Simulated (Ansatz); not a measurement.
**Bands, cutoff and cost in G0W0 for CdWO4 (P2/c)**

Wanted: a G0W0 gap for CdWO4 (P2/c) that is converged in bands and cutoff, or an estimate of the limit.

Method: G0W0 on LDA, plane waves, PAW, in Ansatz 0.2.0.

## 1. The structure

The structure is monoclinic, space group P2/c (No. 13). The conventional cell has a = 5.040 Å, b = 5.870 Å, c = 5.084 Å, α = 90.00°, β = 91.48°, γ = 90.00°. Nearest to Cd lie 6 O at 2.20 to 2.43 Å. Nearest to W lie 6 O at 1.78 to 2.15 Å. O has 2 W at 1.92 to 2.15 Å and 1 Cd at 2.20 Å nearest. Nearest to O lie 1 W at 1.78 Å and 2 Cd at 2.28 to 2.43 Å. Farther neighbours and most contacts between anions are not listed.

Structure file:

```cif
data_structure
_symmetry_space_group_name_H-M 'P2/c'
_symmetry_Int_Tables_number 13
_cell_length_a 5.0400
_cell_length_b 5.8701
_cell_length_c 5.0841
_cell_angle_alpha 90.000
_cell_angle_beta 91.476
_cell_angle_gamma 90.000
_cell_volume 150.36
loop_
_atom_site_label
_atom_site_type_symbol
_atom_site_symmetry_multiplicity
_atom_site_Wyckoff_symbol
_atom_site_fract_x
_atom_site_fract_y
_atom_site_fract_z
_atom_site_occupancy
Cd1 Cd 2 f 0.50000 0.69729 0.25000 1
W1 W 2 e 0.00000 0.17855 0.25000 1
O1 O 4 g 0.20180 0.09550 0.95040 1
O2 O 4 g 0.24200 0.37030 0.38390 1
```

The cell and positions come from the Crystallography Open Database and are kept as given unless a step says otherwise. Spin-orbit coupling is left out unless a step names it. The default PAW set here is soft_2. Its files were made with PBE.

## 2. 113 empty bands, screening to 48 eV

G0W0 replaces the xc potential by the self-energy, built once from these orbitals. Only a window of levels is corrected, while the sums run over the empty bands that the input names.

input.yaml

```yaml
crystal:
  lattice:
    - [5.04, 0.0, 0.0]
    - [0.0, 5.8701, 0.0]
    - [-0.1309573182, 0.0, 5.0824131071]
  atoms:
    - { symbol: Cd, position: [0.5, 0.69729, 0.25] }
    - { symbol: Cd, position: [0.5, 0.30271, 0.75] }
    - { symbol: W, position: [0.0, 0.17855, 0.25] }
    - { symbol: W, position: [0.0, 0.82145, 0.75] }
    - { symbol: O, position: [0.2018, 0.0955, 0.9504] }
    - { symbol: O, position: [0.7982, 0.0955, 0.5496] }
    - { symbol: O, position: [0.7982, 0.9045, 0.0496] }
    - { symbol: O, position: [0.2018, 0.9045, 0.4504] }
    - { symbol: O, position: [0.242, 0.3703, 0.3839] }
    - { symbol: O, position: [0.758, 0.3703, 0.1161] }
    - { symbol: O, position: [0.758, 0.6297, 0.6161] }
    - { symbol: O, position: [0.242, 0.6297, 0.8839] }
kpoints:
  mp_grid: { grid: [4, 2, 4] }
hamiltonian:
  xc: lda
scf:
  occupations: { method: fixed }
gw:
  n_empty_bands: 113
  ecut_chi: 48
  qp_bands: [v4, c4]
  qp_kpoints: band_edges
  screening: { model: contour_deformation }
```

Started as:

```bash
$ ansatz run input.yaml --threads 24 --pin off --max-ram 82944MiB --backend cuda --events-out ev --progress --plain --runs-dir out --devices 1 --max-vram 78GiB
```

Numbers of over 12 decimals in the logs are rounded to 6 here.

Log:

```text
GPUs: using 1 of 1 available (devices: 1).
Engine: ansatz 0.2.0, aarch64-unknown-linux-gnu
Pseudopotentials: kind: paw
Pseudopotential: Cd, paw, valence charge 20, recommended cutoff 420 eV (normal), Cd.paw.azcp
Pseudopotential: W, paw, valence charge 14, recommended cutoff 420 eV (normal), W.paw.azcp
Pseudopotential: O, paw, valence charge 6, recommended cutoff 420 eV (normal), O.paw.azcp
Functional definition: SPW92
  exchange = slater_x
  correlation = pw_c
[...]
Crystal: 12 atoms, lattice volume = 150.365 Å³
Basis set: ecut = 420 eV, 2943 PW (Γ)
Bands: 70, of which v1, the nominal top of the filled ones, is band 58 counted from 1 (57 counted from 0)
Symmetry: 4 space group operations
Space group: P2/c (ITA 13), of the structure as read, at distance tolerance 5.3e-5 Å
k-points: 20 of 32
Non-local potential: Cd, projectors of the file, l = 0: 3, l = 1: 2, l = 2: 2, l = 3: 1
Non-local potential: W, projectors of the file, l = 0: 3, l = 1: 2, l = 2: 2, l = 3: 1
Non-local potential: O, projectors of the file, l = 0: 2, l = 1: 2, l = 2: 1
PAW form: soft (Blöchl's): semilocal exchange-correlation on the pseudo side does not see the compensation charge
PAW frozen core: Cd, regenerated for the run's functional, and the local potential with it (the file was generated under x = pbe(κ = 0.804, μ = 0.219515), c = pbe(β = 0.066725))
PAW frozen core: W, regenerated for the run's functional, and the local potential with it (the file was generated under x = pbe(κ = 0.804, μ = 0.219515), c = pbe(β = 0.066725))
PAW frozen core: O, regenerated for the run's functional, and the local potential with it (the file was generated under x = pbe(κ = 0.804, μ = 0.219515), c = pbe(β = 0.066725))
PAW one-centre angular grid: Cd, 590 points (default); XC on 64 Gauss nodes
PAW one-centre angular grid: W, 590 points (default); XC on 64 Gauss nodes
PAW one-centre angular grid: O, 110 points (default); XC on 64 Gauss nodes
Initial density: superposition of atomic densities (neutral atoms: chi_scale 0, normalization atom), corrected by the library's trained network
Initial wavefunctions: pseudopotential atomic-orbital guess
[...]
Functional: x = slater, c = lda
SCF iter   1: F=—  HF=-40940.150740 eV  |F-HF|=—  |Δ(HF+E_count)|=         —  Δρ=2.13e-2  dr2=6.39e-1  ethr=1.77e-3  ⟨swp⟩=4.8  Hψ=4810  notcnv=0  defer=189
preconditioner: auto → Resta (q_TF=auto, 2.613 Å⁻¹)  ε∞=6.7  [insulator: Δε(μ)=2.733 eV  Ē_g=11.636 eV  n_scr=40 (ndim 8)  ℏωp=27.8 eV  f_vac=0.057  ε∞_Penn≈6.7]
SCF iter   2: F=—  HF=-40940.019661 eV  |F-HF|=—  |Δ(HF+E_count)|=   1.31e-1  Δρ=7.17e-3  dr2=7.35e-2  ethr=5.50e-4  ⟨swp⟩=2.0  Hψ=2165  notcnv=0  defer=181
SCF iter   3: F=—  HF=-40940.006423 eV  |F-HF|=—  |Δ(HF+E_count)|=   1.32e-2  Δρ=2.85e-3  dr2=1.04e-2  ethr=6.34e-5  ⟨swp⟩=2.0  Hψ=2011  notcnv=0  defer=197
SCF iter   4: F=—  HF=-40940.003937 eV  |F-HF|=—  |Δ(HF+E_count)|=   2.49e-3  Δρ=1.28e-3  dr2=2.39e-3  ethr=8.93e-6  ⟨swp⟩=2.0  Hψ=1929  notcnv=0  defer=199
SCF iter   5: F=—  HF=-40940.003521 eV  |F-HF|=—  |Δ(HF+E_count)|=   4.16e-4  Δρ=3.61e-4  dr2=1.47e-4  ethr=2.06e-6  ⟨swp⟩=2.0  Hψ=1978  notcnv=0  defer=200
SCF iter   6: F=—  HF=-40940.003529 eV  |F-HF|=—  |Δ(HF+E_count)|=   7.77e-6  Δρ=1.08e-4  dr2=1.54e-5  ethr=1.27e-7  ⟨swp⟩=2.1  Hψ=1805  notcnv=0  defer=101
SCF iter   7: F=—  HF=-40940.003534 eV  |F-HF|=—  |Δ(HF+E_count)|=   5.87e-6  Δρ=3.03e-5  dr2=1.50e-6  ethr=1.32e-8  ⟨swp⟩=2.1  Hψ=2097  notcnv=0  defer=100
SCF iter   8: F=-40940.003535 eV  HF=-40940.003535 eV  |F-HF|=1.39e-9  |Δ(HF+E_count)|=   6.49e-7  Δρ=6.18e-6  dr2=8.84e-8  ethr=8.62e-11  ⟨swp⟩=8.6  Hψ=5199  notcnv=0
SCF 1 converged in 8 iterations: F = -40940.003535 eV  dr2 = 8.84e-8
  greatest PAW one-centre occupation: 1.000 electrons in one spin orbital (limit 2), on the Cd atom at site 1 (counted from 0), in its partial waves of l = 0
[...]
NSCF: frozen V_eff on 20 k-points
[...]
SCF converged after 8 iterations
[...]
12    62     12.8665   -16.2757    -3.9527   -22.0016  0.7759    14.6982    14.6397  root
    13    55      7.9934   -27.0389     4.7567   -22.2170  0.7514     7.9282     7.9283  root
    13    56      8.0327   -27.1557     4.8514   -22.2308  0.7525     7.9592     7.9593  root
    13    57      8.2881   -26.4397     4.8459   -21.5413  0.7469     8.2355     8.2356  root
    13    58      8.3484   -26.1819     4.8155   -21.3389  0.7479     8.3210     8.3210  root
    13    59     11.7727   -15.1993    -3.9989   -20.8821  0.7933    13.4982    13.4565  root
    13    60     12.3856   -14.6374    -3.9904   -20.3295  0.7923    14.1314    14.0873  root
    13    61     12.7822   -15.9775    -4.0901   -21.8413  0.7788    14.6142    14.5559  root
    13    62     12.8859   -16.3828    -3.9697   -22.1021  0.7748    14.6961    14.6355  root
    14    55      8.1920   -25.5981     4.9558   -20.5878  0.7397     8.1375     8.1375  root
    14    56      8.4615   -26.2557     5.0209   -21.1748  0.7444     8.4014     8.4015  root
    14    57      8.4742   -27.7492     4.6616   -23.0786  0.7613     8.4652     8.4652  root
    14    58      8.5027   -26.9341     4.7804   -22.1010  0.7494     8.4499     8.4500  root
    14    59     12.3271   -16.3317    -3.9918   -22.1011  0.7775    14.1610    14.1047  root
    14    60     12.4972   -15.8332    -3.8307   -21.3915  0.7792    14.2756    14.2248  root
    14    61     12.5231   -16.2709    -3.8702   -21.8842  0.7811    14.3175    14.2662  root
    14    62     12.7703   -16.1646    -4.1584   -22.0845  0.7743    14.5937    14.5317  root
    15    55      8.0723   -26.1557     4.8909   -21.1722  0.7424     7.9796     7.9798  root
    15    56      8.2967   -26.0078     5.0278   -20.9081  0.7419     8.2247     8.2249  root
    15    57      8.4775   -27.9345     4.7150   -23.1896  0.7615     8.4475     8.4476  root
    15    58      8.5779   -26.6754     4.8167   -21.8357  0.7485     8.5549     8.5549  root
    15    59     12.1063   -15.9203    -3.9129   -21.5682  0.7850    13.8895    13.8413  root
    15    60     12.4949   -15.1920    -4.0830   -20.9630  0.7827    14.2334    14.1829  root
    15    61     12.7788   -16.0386    -4.0591   -21.8345  0.7770    14.5739    14.5156  root
[...]
19    55      7.8831   -26.0748     4.7629   -21.2615  0.7486     7.8325     7.8326  root
    19    56      7.8831   -26.0748     4.7629   -21.2615  0.7486     7.8325     7.8326  root
    19    57      8.2763   -26.4547     4.8230   -21.5853  0.7490     8.2299     8.2299  root
    19    58      8.2763   -26.4547     4.8230   -21.5853  0.7490     8.2299     8.2299  root
    19    59     12.4191   -16.0262    -3.9628   -21.7078  0.7800    14.1895    14.1380  root
    19    60     12.4191   -16.0262    -3.9628   -21.7078  0.7800    14.1895    14.1380  root
    19    61     12.6578   -15.2865    -3.9826   -20.9702  0.7876    14.4072    14.3589  root
    19    62     12.6578   -15.2865    -3.9826   -20.9702  0.7876    14.4072    14.3589  root
```

Run time: 8.2 s. Hardware: 1 × NVIDIA GB200 (shared by 2 runs) with 24 threads of Arm Neoverse V2, shared host; peak memory 1.4 GiB; 39 s of CPU time.

Reading the cycles: dr2 is the Hartree energy of the density residual (eV), the measure of convergence; HF is the Harris–Foulkes estimate of the energy, which meets the free energy F at convergence.

Numbers from this step:

```
bands summed                                 : 171
RPA ε∞ on this mesh (eigenvalues)            : 4.746, 5.069, 5.302
plane waves in the screening matrix          : 117
q-points in the mesh                         : 32
G0W0 gap on the mesh                         : 4.657 eV
k of the valence top                         : 0, -0.5, 0
k of the conduction bottom                   : 0, -0.5, 0
starting gap on the mesh                     : 2.974 eV
Z at the valence top                         : 0.7577
Z at the conduction bottom                   : 0.7949
least direct G0W0 gap on the computed points : 4.657 eV
```

The gap on the mesh goes from 2.97 eV to 4.66 eV, a correction of +1.68 eV. Between the two edge states, bare exchange in place of the xc potential would open the gap by 10.37 eV, and correlation takes back 8.68 eV.

## 3. 321 empty bands, screening to 96 eV

Bands and screening cutoff are moved together, since each hides the error of the other.

input.yaml, as its differences from that of step 2:

```diff
@@ -25,4 +25,4 @@
 gw:
-  n_empty_bands: 113
-  ecut_chi: 48
+  n_empty_bands: 321
+  ecut_chi: 96
   qp_bands: [v4, c4]
```

Log:

```text
GPUs: using 1 of 1 available (devices: 1).
[...]
Crystal: 12 atoms, lattice volume = 150.365 Å³
Basis set: ecut = 420 eV, 2943 PW (Γ)
Bands: 70, of which v1, the nominal top of the filled ones, is band 58 counted from 1 (57 counted from 0)
Symmetry: 4 space group operations
[...]
k-points: 20 of 32
[...]
SCF iter   1: F=—  HF=-40940.150740 eV  |F-HF|=—  |Δ(HF+E_count)|=         —  Δρ=2.13e-2  dr2=6.39e-1  ethr=1.77e-3  ⟨swp⟩=4.8  Hψ=4810  notcnv=0  defer=189
[...]
SCF iter   8: F=-40940.003535 eV  HF=-40940.003535 eV  |F-HF|=1.39e-9  |Δ(HF+E_count)|=   6.49e-7  Δρ=6.18e-6  dr2=8.84e-8  ethr=8.62e-11  ⟨swp⟩=8.6  Hψ=5199  notcnv=0
SCF 1 converged in 8 iterations: F = -40940.003535 eV  dr2 = 8.84e-8
[...]
NSCF: frozen V_eff on 20 k-points
[...]
SCF converged after 8 iterations
[...]
12    62     12.8665   -16.2757    -4.3055   -22.0016  0.7685    14.3212    14.2869  root
    13    55      7.9934   -27.0389     4.5577   -22.2170  0.7439     7.7281     7.7293  root
    13    56      8.0327   -27.1557     4.6574   -22.2308  0.7452     7.7641     7.7653  root
    13    57      8.2881   -26.4397     4.6509   -21.5413  0.7386     8.0396     8.0406  root
    13    58      8.3484   -26.1819     4.6214   -21.3389  0.7394     8.1261     8.1269  root
    13    59     11.7727   -15.1993    -4.3893   -20.8821  0.7870    13.0889    13.0661  root
    13    60     12.3856   -14.6374    -4.3655   -20.3295  0.7861    13.7369    13.7122  root
    13    61     12.7822   -15.9775    -4.4573   -21.8413  0.7717    14.2222    14.1887  root
[...]
19    59     12.4191   -16.0262    -4.3300   -21.7078  0.7728    13.8001    13.7707  root
    19    60     12.4191   -16.0262    -4.3300   -21.7078  0.7728    13.8001    13.7707  root
    19    61     12.6578   -15.2865    -4.3539   -20.9702  0.7809    14.0147    13.9876  root
    19    62     12.6578   -15.2865    -4.3539   -20.9702  0.7809    14.0147    13.9876  root
```

It took 9.6 s on 1 × NVIDIA GB200 (shared by 2 runs) with 24 threads; peak memory 1.8 GiB; 35 s of CPU time.

This step gave:

| Property | Result |
| --- | --- |
| bands summed | 379 |
| RPA ε∞ on this mesh (eigenvalues) | 4.721, 5.057, 5.273 |
| plane waves in the screening matrix | 313 |
| q-points in the mesh | 32 |
| G0W0 gap on the mesh | 4.449 eV |
| k of the valence top | 0, -0.5, 0 |
| k of the conduction bottom | 0, -0.5, 0 |
| starting gap on the mesh | 2.974 eV |
| Z at the valence top | 0.7493 |
| Z at the conduction bottom | 0.7886 |
| least direct G0W0 gap on the computed points | 4.449 eV |

Against the run with 4×2×4 mesh, 113 empty bands, screening to 48 eV, the gap moves by −0.21 eV.

## 4. 691 empty bands, screening to 160 eV

input.yaml, as its differences from that of step 3:

```diff
@@ -25,4 +25,4 @@
 gw:
-  n_empty_bands: 321
-  ecut_chi: 96
+  n_empty_bands: 691
+  ecut_chi: 160.0
   qp_bands: [v4, c4]
```

Log:

```text
GPUs: using 1 of 1 available (devices: 1).
[...]
Crystal: 12 atoms, lattice volume = 150.365 Å³
Basis set: ecut = 420 eV, 2943 PW (Γ)
Bands: 70, of which v1, the nominal top of the filled ones, is band 58 counted from 1 (57 counted from 0)
Symmetry: 4 space group operations
[...]
k-points: 20 of 32
[...]
13    60     12.3856   -14.6374    -4.5891   -20.3295  0.7829    13.5049    13.4886  root
    13    61     12.7822   -15.9775    -4.7087   -21.8413  0.7677    13.9588    13.9374  root
[...]
19    59     12.4191   -16.0262    -4.5753   -21.7078  0.7690    13.5441    13.5253  root
    19    60     12.4191   -16.0262    -4.5753   -21.7078  0.7690    13.5441    13.5253  root
    19    61     12.6578   -15.2865    -4.5849   -20.9702  0.7775    13.7741    13.7565  root
    19    62     12.6578   -15.2865    -4.5849   -20.9702  0.7775    13.7741    13.7565  root
[key lines of the parts left out:]
SCF converged after 8 iterations
```

It took 39 s on 1 × NVIDIA GB200 (shared by 2 runs) with 24 threads; peak memory 3.6 GiB.

Numbers from this step:

```yaml
bands_summed: 749
rpa_eps_infinity_on_this_mesh_eigenvalues: 4.687, 5.022, 5.229
plane_waves_in_the_screening_matrix: 685
g0w0_gap_on_the_mesh: 4.491 eV
k_of_the_valence_top: 0, -0.5, 0
k_of_the_conduction_bottom: 0, -0.5, 0
starting_gap_on_the_mesh: 2.974 eV
least_direct_g0w0_gap_on_the_computed_points: 4.491 eV
```

Against the run with 4×2×4 mesh, 321 empty bands, screening to 96 eV, the gap moves by +0.04 eV.

(Continued in part 2 of 2.)

[Paths, hosts, dates, memory and timing lines, banners, echoed tables and standing remarks are left out of the program output.]

[Logs are printed without paths, hosts, clocks, repeated set-up lines and the standing remarks that a program may print on its own settings, such as how far it seeks lower states.]

[Runs of the session that timed out or met a known fault of the program may be left out.]

[Cells called generated may have been cut or substituted from an entry of the Crystallography Open Database or the Materials Project.]

[Hosts, paths, dates, database ids (printed as entryN), source tags and the programs' standing remarks are cut or masked in the printed files.]
